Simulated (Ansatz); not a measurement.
# Does disorder add resistance in series? Ti(0001) layers displaced at 500 K

Two lengths of the disordered region are known. What area resistance does the third give?

How it was computed: Ansatz 0.2.0, plane waves with PAW datasets at their recommended cutoffs (420 eV for most), Fermi-Dirac smearing; ballistic transmission by layer matching. The area resistance is RA = A (h/2e²)(1/T − 1/N), with T the zone-mean transmission per spin and N the lead's channels, both averaged over a few energies near the Fermi level; for magnets each spin is taken apart, with h/e², and the two conduct in parallel. Lateral cell 2x2, PBE, a fresh random draw for each length. Atoms are displaced independently, by 0.0937 Å r.m.s. per direction; each RA is scaled by the nominal over the drawn mean square displacement.

Results; the value marked ? is to be predicted:

| length (Å) | channels N | RA (fΩ m²) |
| --- | --- | --- |
| 4.69 | 2.708 | 0.634 |
| 14.1 | 2.708 | 1.48 |
| 23.4 | 2.708 | ? |

**Estimate by hand.**

Ohm's law makes RA linear in the length: the slope is (1.48 − 0.634)/(14.1 − 4.69) = 0.0900 fΩ m² per Å, or 90 µΩ cm. Then 1.48 + 0.0900 × 9.37. Predicted: 2.32 fΩ m².

Check against the run:

2.28 fΩ m², so the prediction is 1.9 % too high. The three lengths together give 88 µΩ cm. The two increments are 0.84 and 0.80 fΩ m², roughly as Ohm's law has it, though with one draw for each length that is a weak test.

**Limits.** The scatterers repeat sideways with the small cell. The slope is a raw one; a model of isotropic scattering puts it 1.02 times the bulk value over these lengths.
